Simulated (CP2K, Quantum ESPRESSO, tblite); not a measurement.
# (13,0) blue phosphorene nanotube (52 atoms) in CP2K, part 4 of 4

Wanted: CP2K inputs and outputs for (13,0) blue phosphorene nanotube (52 atoms), checked against a plane-wave reference.

Program: CP2K 2026.2; the method stands at each step. Banners, paths, timers and routine set-up lines are dropped from the logs unmarked, and long logs keep their key lines alone; longer cuts are marked.

So far. Step 9 (PBE, TZV2P-MOLOPT, 350/50 Ry, diagonalisation): Against the first run (12 %), the force difference from the reference is 1.6 %, at 1.4 times the CPU time (on 2 against 1 cores), with 1144 basis functions against 676: the larger basis brings the forces nearer.

## 11. PBE+rVV10L, DZVP-MOLOPT-SR, 350/50 Ry, diagonalisation

Method: Kohn-Sham DFT, PBE+rVV10 (b = 10, rVV10L), GTH-PBE pseudopotentials, Gaussian and plane waves, DZVP-MOLOPT-SR-GTH, diagonalisation.

The input, input.inp:

```
&GLOBAL
  PROJECT cell
  RUN_TYPE ENERGY_FORCE
  PRINT_LEVEL LOW
&END GLOBAL
&FORCE_EVAL
  METHOD QS
  &DFT
    BASIS_SET_FILE_NAME BASIS_MOLOPT
    POTENTIAL_FILE_NAME GTH_POTENTIALS
    &MGRID
      CUTOFF 350
      REL_CUTOFF 50
    &END MGRID
    &QS
      EPS_DEFAULT 1.0E-12
    &END QS
    &SCF
      SCF_GUESS ATOMIC
      EPS_SCF 5.0E-06
      MAX_SCF 200
      ADDED_MOS 26
      &DIAGONALIZATION
        ALGORITHM STANDARD
      &END DIAGONALIZATION
      &SMEAR ON
        METHOD FERMI_DIRAC
        ELECTRONIC_TEMPERATURE [K] 580
      &END SMEAR
      &MIXING
        METHOD BROYDEN_MIXING
        ALPHA 0.2
        NBROYDEN 12
        BETA 0.05
      &END MIXING
      &PRINT
        &RESTART OFF
        &END RESTART
      &END PRINT
    &END SCF
    &XC
      &XC_FUNCTIONAL PBE
      &END XC_FUNCTIONAL
      &VDW_POTENTIAL
        POTENTIAL_TYPE NON_LOCAL
        &NON_LOCAL
          TYPE RVV10
          KERNEL_FILE_NAME rVV10_kernel_table.dat
          PARAMETERS 10.0 0.0093
        &END NON_LOCAL
      &END VDW_POTENTIAL
    &END XC
    &PRINT
      &MULLIKEN ON
      &END MULLIKEN
      &HIRSHFELD ON
        SHAPE_FUNCTION DENSITY
      &END HIRSHFELD
      &MO ON
        EIGENVALUES T
        OCCUPATION_NUMBERS T
        MO_INDEX_RANGE 119 142
        &EACH
          QS_SCF 0
        &END EACH
        ADD_LAST NUMERIC
      &END MO
    &END PRINT
  &END DFT
  &SUBSYS
    &CELL
      A 23.81273 0.00000 0.00000
      B 0.00000 23.70473 0.00000
      C 0.00000 0.00000 5.68113
    &END CELL
    &TOPOLOGY
      COORD_FILE_NAME structure.xyz
      COORD_FILE_FORMAT XYZ
    &END TOPOLOGY
    &KIND P
      BASIS_SET DZVP-MOLOPT-SR-GTH-q5
      POTENTIAL GTH-PBE-q5
    &END KIND
  &END SUBSYS
  &PRINT
    &FORCES ON
    &END FORCES
  &END PRINT
&END FORCE_EVAL
```

The input, structure.xyz:

```xyz
52

[... 52 atom lines left out: the same atoms as in the first run ...]
```

Launch:

```console
> OMP_NUM_THREADS=1 cp2k.psmp -i input.inp > output.txt
```

Numbers of over 12 decimals in the logs are rounded to 6 here.

Output:

```text
CP2K| version string:                                       CP2K version 2026.2
 CP2K| Input file name                                                 input.inp
 GLOBAL| Basis set file name                                        BASIS_MOLOPT
 GLOBAL| Potential file name                                      GTH_POTENTIALS
 GLOBAL| Run type                                                   ENERGY_FORCE
 GLOBAL| Total number of message passing processes                             1
 GLOBAL| Number of threads for this process                                    1
 TOTAL NUMBERS AND MAXIMUM NUMBERS
  Total number of            - Atomic kinds:                                   1
                             - Atoms:                                         52
[... lines left out ...]
                        Smear method:                                FERMI_DIRAC
[... lines left out ...]
 Number of electrons:                                                        260
[... lines left out ...]
  Step     Update method      Time    Convergence         Total energy    Change
[... lines left out ...]
  *** SCF run converged in    13 steps ***
[... lines left out ...]
  Fermi energy:                                                -0.056774
  Total energy:                                              -342.187469
  Total energy (extrapolated to T->0):                       -342.187469
[... lines left out ...]
 MO| E(Fermi):           -0.056774 a.u.         -1.544912 eV
[... lines left out ...]
       2     P        1          5.033773                             -0.033773
       3     P        1          4.965678                              0.034322
[...]
51     P        1          4.965926                              0.034074
      52     P        1          5.035425                             -0.035425
 # Total charge                            260.000000                  0.000000
 !-----------------------------------------------------------------------------!
 !-----------------------------------------------------------------------------!
                           Hirshfeld Charges
  #Atom  Element  Kind  Ref Charge     Population                    Net charge
      1       P      1       5.000          5.015                        -0.015
      2       P      1       5.000          5.000                        -0.000
      3       P      1       5.000          5.004                        -0.004
[...]
51       P      1       5.000          5.002                        -0.002
     52       P      1       5.000          5.000                        -0.000
  Total Charge                                                           -0.000
 !-----------------------------------------------------------------------------!
 ENERGY| Total FORCE_EVAL ( QS ) energy [hartree]           -342.187459
 FORCES| Atomic forces [hartree/bohr]
 FORCES|   Atom     x               y               z               |f|
 FORCES|      1  2.64521105E-02 -3.03180314E-03  1.92590719E-02   3.28605817E-02
 FORCES|      2 -1.36819592E-02 -7.75136901E-03 -2.41642447E-02   2.88303737E-02
 FORCES|      3  7.54901928E-03  1.58803389E-02  1.41461378E-02   2.25673674E-02
[...]
FORCES|     51  1.44567685E-02  1.02358007E-03  1.86335086E-02   2.36062177E-02
 FORCES|     52 -1.32558859E-02 -4.67782446E-03 -1.33180002E-02   1.93641339E-02
 FORCES| Sum     1.01209693E-07  6.46912819E-07  8.06795322E-07
 FORCES| Total atomic force                                       1.03906607E-06
```

Elapsed: 4.9 min, on 1 thread of Arm Neoverse V2, shared host; peak memory 6.9 GiB.

Compared with the plane-wave run:

| Quantity | Value |
| --- | --- |
| r.m.s. force component | 0.6529 eV/Å |
| r.m.s. difference of force components | 91.08 meV/Å |
| longest difference of force vectors | 172.2 meV/Å |
| force difference over r.m.s. force | 14.91 % |
| slope of forces against the reference's | 1.06 |
| correlation of force components | 0.9918 |
| gap (highest filled to lowest empty level) | 1.675 eV |
| gap difference | -0.0311 eV |

Against the first run (12 %), the force difference from the reference is 15 %, at 3.7 times the CPU time; the model has changed, so this is no error of the program alone.

## 12. Side by side

Differences are against the plane-wave reference, forces as r.m.s. over components; share is that over the reference's r.m.s. force, slope the least-squares factor from reference forces to these. Total energies of different programs have different zeros and aren't compared.

```
                                                                     run  Δ force, r.m.s. (meV/Å)  share (%)  slope  Δ gap (eV)  cores  CPU time  memory (GiB)
                                                               reference                        -          -      -           -      2    17 min           7.8
                    CP2K PBE, DZVP-MOLOPT-SR, 350/50 Ry, diagonalisation                     70.8       11.6  1.048     -0.0184      1      80 s           3.6
           CP2K PBE, DZVP-MOLOPT-SR, 244/50 Ry, diagonalisation (coarse)                     70.8       11.6  1.048     -0.0184      1      55 s           2.2
            CP2K PBE, SZV-MOLOPT-SR, 350/50 Ry, diagonalisation (coarse)                     1860        304  2.676       0.641      1      64 s           3.6
                         CP2K PBE, TZV2P-UZH, 350/50 Ry, diagonalisation                     21.9       3.59  0.974      0.0191      2   2.6 min           3.8
CP2K r2SCAN, SCAN potentials, DZVP-UZH(SCAN), 600/50 Ry, diagonalisation                     86.2       14.1  0.973       0.383      1   4.6 min           9.1
           CP2K PBE, DZVP-MOLOPT-SR, 350/20 Ry, diagonalisation (coarse)                     69.7       11.4  1.046     -0.0181      1      66 s           3.6
   CP2K TPSS, PBE potentials, DZVP-MOLOPT-SR, 350/50 Ry, diagonalisation                      121       19.8  1.084       0.171      2   2.3 min           3.8
                      CP2K PBE, TZV2P-MOLOPT, 350/50 Ry, diagonalisation                     9.82       1.61  0.993      0.0156      2   1.8 min           3.8
           CP2K PBE, DZVP-MOLOPT-SR, 122/50 Ry, diagonalisation (coarse)                     70.7       11.6  1.048     -0.0184      1      31 s          0.95
             CP2K PBE+rVV10L, DZVP-MOLOPT-SR, 350/50 Ry, diagonalisation                     91.1       14.9  1.060     -0.0311      1   4.9 min           6.9
```

Rows marked coarse were listed beforehand as settings not expected to be converged; some can still land near the reference.

CPU time is summed over cores on a shared host, where runs went side by side, so it is rough. Symmetry, cutoffs, thresholds, outputs and thread counts weren't matched or tuned between programs; memory under MPI is the largest rank's times the ranks.

Within one program, basis, potentials and functional, energies share a zero. Each run against its twin at the usual cutoff or grid and solver:

```
                                                 run                                        twin  Δ energy (meV/atom)  Δ force, r.m.s. (meV/Å)  CPU time over the twin's
CP2K PBE, DZVP-MOLOPT-SR, 244/50 Ry, diagonalisation  DZVP-MOLOPT-SR, 350/50 Ry, diagonalisation              -4.0e-4                    0.056                      0.68
CP2K PBE, DZVP-MOLOPT-SR, 350/20 Ry, diagonalisation  DZVP-MOLOPT-SR, 350/50 Ry, diagonalisation                -2.37                     18.5                      0.82
CP2K PBE, DZVP-MOLOPT-SR, 122/50 Ry, diagonalisation  DZVP-MOLOPT-SR, 350/50 Ry, diagonalisation               0.0133                     1.49                      0.38
```

## 13. Outcome

```
nearest in forces : CP2K PBE, TZV2P-MOLOPT, 350/50 Ry, diagonalisation, 1.6 %
its CPU time      : 1.8 min
```

What this shows: The PBE runs in local orbitals, coarse settings apart, differ by 1.6 % (CP2K PBE, TZV2P-MOLOPT, 350/50 Ry, diagonalisation) to 12 % (CP2K PBE, DZVP-MOLOPT-SR, 350/50 Ry, diagonalisation); basis, grid and potentials can all enter. Rows with another functional or a dispersion term differ by 14 % (CP2K r2SCAN, SCAN potentials, DZVP-UZH(SCAN), 600/50 Ry, diagonalisation) to 20 % (CP2K TPSS, PBE potentials, DZVP-MOLOPT-SR, 350/50 Ry, diagonalisation), which mixes the change of model with differences of basis and potentials, some of them made for another functional. Runs with settings chosen to be coarse differ by 11 % (CP2K PBE, DZVP-MOLOPT-SR, 350/20 Ry, diagonalisation) to 304 % (CP2K PBE, SZV-MOLOPT-SR, 350/50 Ry, diagonalisation), their programs' other errors included. Of the electronic-structure runs that take under half the reference's CPU time, CP2K PBE, TZV2P-MOLOPT, 350/50 Ry, diagonalisation comes nearest, at 1.6 % in 1.8 min against 17 min. At the same functional, gaps differ from the reference's 1.71 eV by between -0.02 and +0.64 eV. A likely cause of the wide gaps: compact atomic orbitals describe empty levels worse than filled ones. These are spacings on the run's k-points, which needn't hold the band edges. The cell is under 6 Å thick along one periodic direction, so every atom has periodic images of itself close by, which move with it and show among its neighbours and in g(r). The electronic-structure runs sample only Γ, in a cell whose periodic width is 6 Å.

[Also dropped from logs without a mark: logging warnings of Python, and SIESTA's first energy breakdown and zero terms.]

[Logs are printed without paths, hosts, clocks, repeated set-up lines and the standing remarks that a program may print on its own settings, such as how far it seeks lower states.]

[Hosts, paths, dates, database ids (printed as entryN), source tags and the programs' standing remarks are cut or masked in the printed files.]
